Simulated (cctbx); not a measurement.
# A crystallographic session in cctbx: KCoBr2F2

Library: cctbx 2025.11. The data are simulated by the first script.

## 1. Simulate the data

run.py:

```python
from cctbx import adptbx, crystal, miller, sgtbx, xray
from cctbx.array_family import flex
from iotbx.shelx import hklf
from scitbx import matrix
import scitbx.random

cs = crystal.symmetry(unit_cell=(6.073, 6.973, 13.546, 90, 90, 90), space_group_symbol='Hall: -P 2n 2ab')  # Pbcn
atoms = [  # label, site, U (iso, or U11 U22 U33 U12 U13 U23 in A^2), occupancy
    ("Br1", (0.2454, 0.5899, 0.3098), (0.0370, 0.0347, 0.0453, 0.0104, -0.0037, 0.0069), 1),
    ("Co1", (0.5, 0.843, 0.25), (0.0256, 0.0093, 0.0148, 0.0000, 0.0074, 0.0000), 1),
    ("K1", (0.5, 0.5, 0), (0.0333, 0.0318, 0.0373, -0.0028, -0.0006, -0.0094), 1),
    ("F1", (0.3317, 0.8175, 0.1006), (0.0286, 0.0424, 0.0301, -0.0042, -0.0149, -0.0028), 1),
]
xs = xray.structure(crystal_symmetry=cs)
for label, site, u, occ in atoms:
    u = adptbx.u_cif_as_u_star(cs.unit_cell(), u) if isinstance(u, tuple) else u
    xs.add_scatterer(xray.scatterer(label, site=site, u=u, occupancy=occ))
xs.set_inelastic_form_factors(0.4959, "sasaki")
xs.show_summary()
p1 = xs.expand_to_p1()
ms = miller.build_set(p1, anomalous_flag=True, d_min=0.75)
flex.set_random_seed(801142)
scitbx.random.set_random_seed(801142)
ms = ms.select(flex.random_double(ms.size()) < 0.5)
i = ms.structure_factors_from_scatterers(p1, algorithm="direct").f_calc().as_intensity_array().data()
i = i * 5000 / flex.max(i)
sig = flex.sqrt(i + flex.pow2(0.02 * i) + 8 ** 2)
noise = scitbx.random.variate(scitbx.random.normal_distribution())(i.size())
data = ms.array(data=i + sig * noise, sigmas=sig).set_observation_type_xray_intensity()
with open("data.hkl", "w") as f:
    data.export_as_shelx_hklf(f)
print("reflections written:", data.size(), " <I/sigma> = %.1f" % flex.mean(data.data() / data.sigmas()))
for h, a, b in list(data.sort("data"))[:12]:
    print("%4d%4d%4d %9.1f %7.1f" % (h + (a, b)))
```

```console
$ python run.py
```

```text
Number of scatterers: 4
At special positions: 2
Unit cell: (6.073, 6.973, 13.546, 90, 90, 90)
Space group: P b c n (No. 60)
reflections written: 2881  <I/sigma> = 5.4
   1   0   4    5090.4   122.7
  -1   0   4    4868.9   122.7
  -1   0  -4    4848.9   122.7
   2   2  -1    4293.9   106.3
  -2  -2   1    4251.5   106.3
   2   2   1    4225.0   106.3
  -2  -2  -1    4156.6   106.3
  -4   0   0    4057.8    97.4
   0   0  -2    3629.4    97.4
   0   0   2    3625.5    97.4
   2   0   8    3440.1    94.0
   0  -2   7    3422.2    90.6
```

It took 1.2 s on 1 thread of AMD EPYC 7R43 64-Core Processor (Zen 3), on a shared host, peak memory 0.06 GiB.

## 2. Symmetry

run.py:

```python
from cctbx import crystal, sgtbx, statistics
from cctbx.array_family import flex
from iotbx.shelx import hklf

p1 = crystal.symmetry(unit_cell=(6.073, 6.973, 13.546, 90, 90, 90), space_group_symbol="P 1")
raw = hklf.reader(file_name="data.hkl").as_miller_arrays(crystal_symmetry=p1, anomalous=True)[0]
print(raw.size(), "reflections to d = %.3f A" % raw.d_min())
isig = raw.data() / raw.sigmas()
print("centring   violations  <I/sigma> of those")
best = "P"
for c in "ABCIRF":
    a = raw.customized_copy(space_group_info=sgtbx.space_group_info("Hall: %s 1" % c)).sys_absent_flags().data()
    m = flex.mean(isig.select(a))
    print("%5s %10d of %5d %8.1f" % (c, (isig.select(a) > 4).count(True), a.count(True), m))
    if (isig.select(a) > 4).count(True) < 0.01 * a.count(True):
        best = c
raw = raw.select(~raw.customized_copy(space_group_info=sgtbx.space_group_info("Hall: %s 1" % best)).sys_absent_flags().data())
isig = raw.data() / raw.sigmas()
rows = []
for s in sgtbx.space_group_symbol_iterator():
    g = sgtbx.space_group(s)
    if g.conventional_centring_type_symbol() != best or not g.is_compatible_unit_cell(p1.unit_cell(), 1e-3, 0.02):
        continue
    rows.append((s, g))
print("Laue class    unique    Rint  (classes that these axes allow; Friedel mates merged)")
rint = {}
for s, g in rows:
    laue = g.build_derived_patterson_group()
    key = laue.type().hall_symbol()
    if key not in rint:
        m = raw.customized_copy(space_group_info=laue.info(), anomalous_flag=False).merge_equivalents()
        rint[key] = m.r_int()
        print("%-14s %6d %7.3f" % (laue.type().lookup_symbol(), m.array().size(), m.r_int()))
floor = min(rint.values())
good = [(s, g) for s, g in rows if rint[g.build_derived_patterson_group().type().hall_symbol()] < 2 * floor + 0.03]
top = max(g.build_derived_patterson_group().order_z() for s, g in good)
print("space group    extra absences  I>4sigma  <I/sigma>")
for s, g in good:
    laue = g.build_derived_patterson_group()
    if laue.order_z() != top:
        continue
    a = raw.customized_copy(space_group_info=g.info()).sys_absent_flags().data()
    a &= ~raw.customized_copy(space_group_info=laue.info()).sys_absent_flags().data()
    bad = (isig.select(a) > 4).count(True)
    if bad <= 0.03 * a.count(True):
        print("%-16s %8d %10d %9s  %s" % (s.universal_hermann_mauguin(), a.count(True), bad, "%.1f" % flex.mean(isig.select(a)) if a.count(True) else "-", "centric" if g.is_centric() else "acentric"))
laue = max(good, key=lambda t: t[1].build_derived_patterson_group().order_z())[1].build_derived_patterson_group()
f = raw.customized_copy(space_group_info=laue.info(), anomalous_flag=False).merge_equivalents().array().eliminate_sys_absent().f_sq_as_f()
f.set_observation_type_xray_amplitude()
bins = max(3, min(8, f.size() // 12))
f.setup_binner(n_bins=bins)
w = statistics.wilson_plot(f, {e: n / laue.order_z() for e, n in {'Br': 8.0, 'Co': 4.0, 'K': 4.0, 'F': 8.0}.items()}, e_statistics=True)
print("Wilson B = %.2f A^2   <|E^2-1|> = %.3f (0.968 centric, 0.736 acentric)   E^2>4: %.1f %%" % (w.wilson_b, w.mean_e_sq_minus_1, w.percent_e_sq_gt_2))
print("shell (A)         n   <I/sigma>")
m = raw.customized_copy(space_group_info=laue.info(), anomalous_flag=False).merge_equivalents().array().eliminate_sys_absent()
for b in m.setup_binner(n_bins=bins).range_used():
    sel = m.binner().selection(b)
    print("%5.2f - %4.2f %6d %8.1f" % (min(m.binner().bin_d_range(b)[0] if m.binner().bin_d_range(b)[0] > 0 else 99, 99), m.binner().bin_d_range(b)[1], sel.count(True), flex.mean((m.data() / m.sigmas()).select(sel))))
```

```console
$ python run.py
```

```text
2881 reflections to d = 0.750 A
centring   violations  <I/sigma> of those
    A        524 of  1431      5.3
    B        550 of  1486      5.2
    C        388 of  1425      3.7
    I        526 of  1441      5.1
    R        748 of  1926      5.5
    F        731 of  2171      4.7
Laue class    unique    Rint  (classes that these axes allow; Friedel mates merged)
P -1             2160   0.051
P 1 2/m 1        1405   0.055
P 1 1 2/m        1391   0.055
P 2/m 1 1        1421   0.057
P m m m           853   0.061
space group    extra absences  I>4sigma  <I/sigma>
P 2 2 2                 0          0         -  acentric
P 2 2 21               10          0      -0.7  acentric
P 21 2 2                2          0       0.3  acentric
P 2 21 2                7          0      -0.5  acentric
P 21 21 2               9          0      -0.3  acentric
P 2 21 21              17          0      -0.6  acentric
P 21 2 21              12          0      -0.6  acentric
P 21 21 21             19          0      -0.5  acentric
P m m 2                 0          0         -  acentric
P 2 m m                 0          0         -  acentric
P m 2 m                 0          0         -  acentric
P m c 21              128          0       0.1  acentric
P b 21 m              133          0      -0.0  acentric
P b m 2               133          0      -0.0  acentric
P 2 c m               128          0       0.1  acentric
P b c 21              261          0       0.0  acentric
P b 2 n               185          0       0.0  acentric
P 21 m n               59          0      -0.0  acentric
P m 21 n               59          0      -0.0  acentric
P 21 c n              187          0       0.0  acentric
P m m m                 0          0         -  centric
P b m m               133          0      -0.0  centric
P m c m               128          0       0.1  centric
P b m n               185          0       0.0  centric
P b c m               261          0       0.0  centric
P m m n :1             59          0      -0.0  centric
P m m n :2             59          0      -0.0  centric
P b c n               313          0       0.0  centric
P m c n               187          0       0.0  centric
Wilson B = 2.22 A^2   <|E^2-1|> = 0.952 (0.968 centric, 0.736 acentric)   E^2>4: 4.0 %
shell (A)         n   <I/sigma>
13.55 - 1.50    121     17.8
 1.50 - 1.19    109     11.6
 1.19 - 1.04    107     12.2
 1.04 - 0.94    111      8.8
 0.94 - 0.88     89      5.9
 0.88 - 0.83    116      5.2
 0.83 - 0.78     94      4.7
 0.78 - 0.75    106      4.2
```

Time: 1.6 s.

## 3. Patterson map

run.py:

```python
from cctbx import crystal, maptbx
from iotbx.shelx import hklf

cs = crystal.symmetry(unit_cell=(6.073, 6.973, 13.546, 90, 90, 90), space_group_symbol='Hall: -P 2n 2ab')  # Pbcn
raw = hklf.reader(file_name="data.hkl").as_miller_arrays(crystal_symmetry=cs, anomalous=True)[0]
merged = raw.eliminate_sys_absent().merge_equivalents()
fo2 = merged.array().set_observation_type_xray_intensity()
f = fo2.average_bijvoet_mates().f_sq_as_f()
pm = f.patterson_map(symmetry_flags=maptbx.use_space_group_symmetry, sharpening=True, resolution_factor=0.25)
peaks = pm.peak_search(parameters=maptbx.peak_search_parameters(min_distance_sym_equiv=0.4, max_clusters=14)).all()
top = peaks.heights()[0]
print("Patterson group", f.patterson_symmetry().space_group_info())
print("      u       v       w   height  length (A)")
for x, h in zip(peaks.sites(), peaks.heights()):
    y = [t - round(t) for t in x]
    print("%7.3f %7.3f %7.3f %8.1f %8.2f" % (x + (1000 * h / top, cs.unit_cell().length(y))))
```

```console
$ python run.py
```

```text
Patterson group P m m m
      u       v       w   height  length (A)
  0.000   0.000   0.000   1000.0     0.00
  0.000   0.500   0.000    540.7     3.49
  0.000   0.318   0.500    456.0     7.13
  0.500   0.500   0.000    384.5     4.62
  0.000   0.176   0.500    298.7     6.88
  0.500   0.500   0.122    293.6     4.91
  0.250   0.250   0.061    290.1     2.46
  0.500   0.000   0.121    277.4     3.45
  0.500   0.187   0.500    169.0     7.54
  0.247   0.070   0.440    165.7     6.16
  0.254   0.430   0.440    164.1     6.85
  0.500   0.180   0.381    156.8     6.12
  0.500   0.320   0.380    151.4     6.38
  0.000   0.343   0.250    136.1     4.15
```

Time: 1 s.

## 4. Charge flipping

run.py:

```python
import itertools
from cctbx import crystal, maptbx
from cctbx.array_family import flex
from iotbx.shelx import hklf
from smtbx.ab_initio import charge_flipping as cf

cs = crystal.symmetry(unit_cell=(6.073, 6.973, 13.546, 90, 90, 90), space_group_symbol='Hall: -P 2n 2ab')  # Pbcn
raw = hklf.reader(file_name="data.hkl").as_miller_arrays(crystal_symmetry=cs, anomalous=True)[0]
merged = raw.eliminate_sys_absent().merge_equivalents()
fo2 = merged.array().set_observation_type_xray_intensity()
f = fo2.average_bijvoet_mates().f_sq_as_f().resolution_filter(d_min=0.8)
p1 = f.expand_to_p1()
work = p1
flex.set_random_seed(78554)
it = cf.weak_reflection_improved_iterator(delta=None, weak_reflection_fraction=0.1)
it.start(work, phases=flex.random_double(p1.size()) * 6.2832, f_000=0)
it.delta = 0.9 * it.rho_map.sigma()
print("cycle      R  skewness")
for n, st in enumerate(itertools.islice(it, 100)):
    if n % 8 == 0:
        print("%5d %6.3f %8.2f" % (n, st.r1_factor(), st.rho_map.skewness()))
rho = p1.phase_transfer(it.f_calc).fft_map().apply_volume_scaling()
polish = cf.low_density_elimination_iterator(constant_rho_c=rho.sigma())
polish.start(f_obs=p1, phases=it.f_calc, f_000=0)
for _ in range(8):
    next(polish)
print("origin shift          correlation  skewness")
maps = []
for fc, shift, cc in itertools.islice(cf.f_calc_symmetrisations(f, polish.f_calc, 0), 4):
    m = f.phase_transfer(fc).fft_map(symmetry_flags=maptbx.use_space_group_symmetry, resolution_factor=0.25).apply_sigma_scaling()
    maps.append((m.skewness(), cc, m))
    print("%6.3f %6.3f %6.3f %10.3f %9.2f" % (tuple(shift) + (cc, m.skewness())))
skew, cc, m = max((t for t in maps if t[1] > maps[0][1] - 0.04), key=lambda t: t[0])
print("taken: symmetry correlation %.3f, skewness %.2f" % (cc, skew))
peaks = m.peak_search(parameters=maptbx.peak_search_parameters(min_distance_sym_equiv=0.9, max_clusters=9)).all()
sps = cs.special_position_settings(min_distance_sym_equiv=0.5)
print("peak      x       y       z  mult  height/sigma")
for k, (x, h) in enumerate(zip(peaks.sites(), peaks.heights())):
    ss = sps.site_symmetry(x)
    print("Q%-3d %7.4f %7.4f %7.4f %4d %8.1f" % ((k + 1,) + tuple(t % 1 for t in ss.exact_site()) + (ss.multiplicity(), h)))
```

```console
$ python run.py
```

```text
cycle      R  skewness
    0  0.673     0.35
    8  0.465     1.89
   16  0.482     2.48
   24  0.478     3.22
   32  0.447     4.37
   40  0.414     4.74
   48  0.333     5.83
   56  0.256     5.88
   64  0.261     5.72
   72  0.262     5.59
   80  0.263     5.60
   88  0.264     5.50
   96  0.268     5.48
origin shift          correlation  skewness
 0.083 -0.006  0.344      0.844      1.40
 0.151  0.227  0.338      0.838      1.44
 0.082 -0.007  0.386      0.824      1.11
 0.144  0.226  0.385      0.835      1.36
taken: symmetry correlation 0.838, skewness 1.44
peak      x       y       z  mult  height/sigma
Q1    0.0000  0.4573  0.7500    4      7.2
Q2    0.2471  0.1610  0.7113    8      7.1
Q3    0.2496  0.9991  0.4311    8      4.2
Q4    0.1751  0.1486  0.6347    8      3.8
Q5    0.0913  0.4112  0.8158    8      3.7
Q6    0.0116  0.1963  0.0083    8      3.7
Q7    0.1440  0.2695  0.6823    8      3.1
Q8    0.1676  0.4680  0.1163    8      3.0
Q9    0.0000  0.1910  0.7500    4      2.9
```

Time: 1.3 s.

## 5. Refinement (model from the peaks)

run.py:

```python
import math
from cctbx import adptbx, crystal, maptbx, sgtbx, xray
from cctbx.array_family import flex
from cctbx.xray import observations
from iotbx.shelx import hklf
from scitbx.lstbx import normal_eqns_solving
from smtbx import absolute_structure, utils
from smtbx.refinement import constraints, least_squares

cs = crystal.symmetry(unit_cell=(6.073, 6.973, 13.546, 90, 90, 90), space_group_symbol='Hall: -P 2n 2ab')  # Pbcn
atoms = [  # label, site, U (iso, or U11 U22 U33 U12 U13 U23 in A^2), occupancy
    ("Co1", (0, 0.4573, 0.75), 0.0200, 1),
    ("Br1", (0.2471, 0.161, 0.7113), 0.0200, 1),
    ("F1", (0.2496, 0.9991, 0.4311), 0.0200, 1),
    ("K1", (0, 0.191, 0.75), 0.0200, 1),
]
xs = xray.structure(crystal_symmetry=cs)
for label, site, u, occ in atoms:
    u = adptbx.u_cif_as_u_star(cs.unit_cell(), u) if isinstance(u, tuple) else u
    xs.add_scatterer(xray.scatterer(label, site=site, u=u, occupancy=occ))
xs.set_inelastic_form_factors(0.4959, "sasaki")
raw = hklf.reader(file_name="data.hkl").as_miller_arrays(crystal_symmetry=cs, anomalous=True)[0]
merged = raw.eliminate_sys_absent().merge_equivalents()
fo2 = merged.array().set_observation_type_xray_intensity()
print("Rint %.3f, %d unique reflections to %.2f A" % (merged.r_int(), fo2.size(), fo2.d_min()))
for sc in xs.scatterers():
    sc.flags.set_grad_site(True)
    sc.flags.set_grad_u_aniso(sc.flags.use_u_aniso())
    sc.flags.set_grad_u_iso(sc.flags.use_u_iso())
obs = fo2.as_xray_observations()
extra = {}
rep = constraints.reparametrisation(xs, [], utils.connectivity_table(xs), **extra)
ls = least_squares.crystallographic_ls(obs, rep, weighting_scheme=least_squares.mainstream_shelx_weighting(a=0, b=0))
print("cycle     R1     wR2    GooF  max shift (A)")
for cycle in range(6):
    ls.build_up()
    r1, wr2, goof = ls.r1_factor(cutoff_factor=2)[0], ls.wR2(), ls.goof()
    old = xs.sites_cart()
    normal_eqns_solving.levenberg_marquardt_iterations(ls, n_max_iterations=3, tau=0.0001, step_threshold=1e-7)
    big = flex.max((xs.sites_cart() - old).norms())
    print("%4d %7.4f %7.4f %7.3f %9.5f" % (cycle + 1, r1, wr2, goof, big))
    ls.build_up(objective_only=True)
    if abs(ls.wR2() - wr2) < 5e-5 and big < 5e-4:
        break
ls.build_up()
print("final R1 %.4f wR2 %.4f GooF %.3f  parameters %d  data/parameter %.1f" % (ls.r1_factor(cutoff_factor=2)[0], ls.wR2(), ls.goof(), ls.n_parameters, fo2.size() / ls.n_parameters))
cov = ls.covariance_matrix_and_annotations()
su = dict(zip(cov.annotations, (math.sqrt(max(v, 0)) for v in cov.matrix.matrix_packed_u_diagonal())))
a2 = cs.unit_cell().reciprocal_parameters()[0] ** -2
print("atom        x        y        z      Ueq    occ   su(xyz)  su(Uiso or U11)")
for sc in xs.scatterers():
    s = max(su.get(sc.label + k, 0) for k in (".x", ".y", ".z"))
    npd = "" if sc.is_positive_definite_u(cs.unit_cell()) else "  NPD"
    print("%-5s %8.5f %8.5f %8.5f %8.4f %6.3f %8.5f %7.4f%s" % ((sc.label,) + sc.site + (sc.u_iso_or_equiv(cs.unit_cell()), sc.occupancy, s, su.get(sc.label + ".uiso", su.get(sc.label + ".u11", 0) * a2), npd)))
fo = fo2.f_sq_as_f()
fc = fo.structure_factors_from_scatterers(xs, algorithm="direct").f_calc()
diff = fo.f_obs_minus_f_calc(1 / math.sqrt(ls.scale_factor()), fc).average_bijvoet_mates()
m = diff.fft_map(symmetry_flags=maptbx.use_space_group_symmetry, resolution_factor=0.25).apply_volume_scaling()
print("difference map: max %.2f min %.2f rms %.2f" % (m.statistics().max(), m.statistics().min(), m.statistics().sigma()))
peaks = m.peak_search(parameters=maptbx.peak_search_parameters(min_distance_sym_equiv=0.6, max_clusters=5)).all()
near = xs.closest_distances(peaks.sites(), distance_cutoff=4)
sps = cs.special_position_settings(min_distance_sym_equiv=0.5)
for k, (x, h) in enumerate(zip(peaks.sites(), peaks.heights())):
    ss = sps.site_symmetry(x)
    print("Q%-3d %7.4f %7.4f %7.4f %4d %7.2f  %.2f A from %s" % ((k + 1,) + tuple(t % 1 for t in ss.exact_site()) + (ss.multiplicity(), h, near.smallest_distances[k], xs.scatterers()[near.i_seqs[k]].label)))
```

```console
$ python run.py
```

```text
Rint 0.057, 705 unique reflections to 0.75 A
cycle     R1     wR2    GooF  max shift (A)
   1  0.6418  0.9058  15.917   0.61450
   2  0.3420  0.6098  10.716   0.34962
   3  0.3295  0.5927  10.415   0.04381
   4  0.3252  0.5920  10.403   0.01062
   5  0.3244  0.5920  10.402   0.00302
   6  0.3242  0.5920  10.402   0.00117
final R1 0.3242 wR2 0.5920 GooF 10.402  parameters 12  data/parameter 58.8
atom        x        y        z      Ueq    occ   su(xyz)  su(Uiso or U11)
Co1    0.00000  0.41276  0.75000   0.0164  1.000  0.00215  0.0025
Br1    0.24859  0.15862  0.69047   0.0259  1.000  0.00176  0.0016
F1     0.21254  1.09905  0.40734   0.0996  1.000  0.01472  0.0275
K1     0.00000  0.25669  0.75000   0.0767  1.000  0.00671  0.0110
difference map: max 22.28 min -32.28 rms 2.77
Q1    0.9983  0.2572  0.0001    8   22.58  2.10 A from F1
Q2    0.0015  0.0628  0.9978    8   19.00  1.85 A from F1
Q3    0.0000  0.2868  0.7500    4   18.81  0.21 A from K1
Q4    0.0000  0.3451  0.2500    4   18.23  1.69 A from Co1
Q5    0.0000  0.0270  0.7500    4   14.53  1.60 A from K1
```

Time: 4.3 s.

Figures of merit this high mean that the model is still wrong or incomplete.

## 6. Charge flipping

run.py, as its changes from the last script of this kind:

```diff
@@ -13,2 +13,3 @@
-work = p1
-flex.set_random_seed(78554)
+p1.setup_binner_counting_sorted(reflections_per_bin=max(40, p1.size() // 12))
+work = p1.array(data=p1.data() / p1.amplitude_quasi_normalisations().data())
+flex.set_random_seed(78555)
@@ -19,2 +20,2 @@
-for n, st in enumerate(itertools.islice(it, 100)):
-    if n % 8 == 0:
+for n, st in enumerate(itertools.islice(it, 200)):
+    if n % 16 == 0:
```

```console
$ python run.py
```

```text
cycle      R  skewness
    0  0.649     0.20
   16  0.440     1.44
   32  0.439     1.55
   48  0.437     1.64
   64  0.441     1.71
   80  0.444     1.78
   96  0.443     1.84
  112  0.437     1.92
  128  0.450     2.05
  144  0.448     2.19
  160  0.448     2.30
  176  0.446     2.36
  192  0.466     2.54
origin shift          correlation  skewness
 0.041  0.257  0.390      0.830      0.76
 0.045 -0.026  0.392      0.833      0.91
 0.031  0.474  0.331      0.818      2.07
 0.000  0.228  0.328      0.824      2.69
taken: symmetry correlation 0.824, skewness 2.69
peak      x       y       z  mult  height/sigma
Q1    0.2549  0.1071  0.1880    8     10.7
Q2    0.0000  0.3474  0.2500    4     10.1
Q3    0.0000  0.0000  0.0000    4      5.4
Q4    0.2334  0.3360  0.5178    8      3.5
Q5    0.0142  0.4242  0.5423    8      2.5
Q6    0.1196  0.3320  0.3082    8      2.3
Q7    0.0407  0.2479  0.5509    8      2.2
Q8    0.2438  0.2542  0.9372    8      2.1
Q9    0.1940  0.3609  0.4100    8      2.0
```

It took 1.4 s on 1 thread of AMD EPYC 7R43 64-Core Processor (Zen 3), on a shared host, peak memory 0.07 GiB.

[Logs are printed without paths, hosts, clocks, repeated set-up lines and the standing remarks that a program may print on its own settings, such as how far it seeks lower states.]
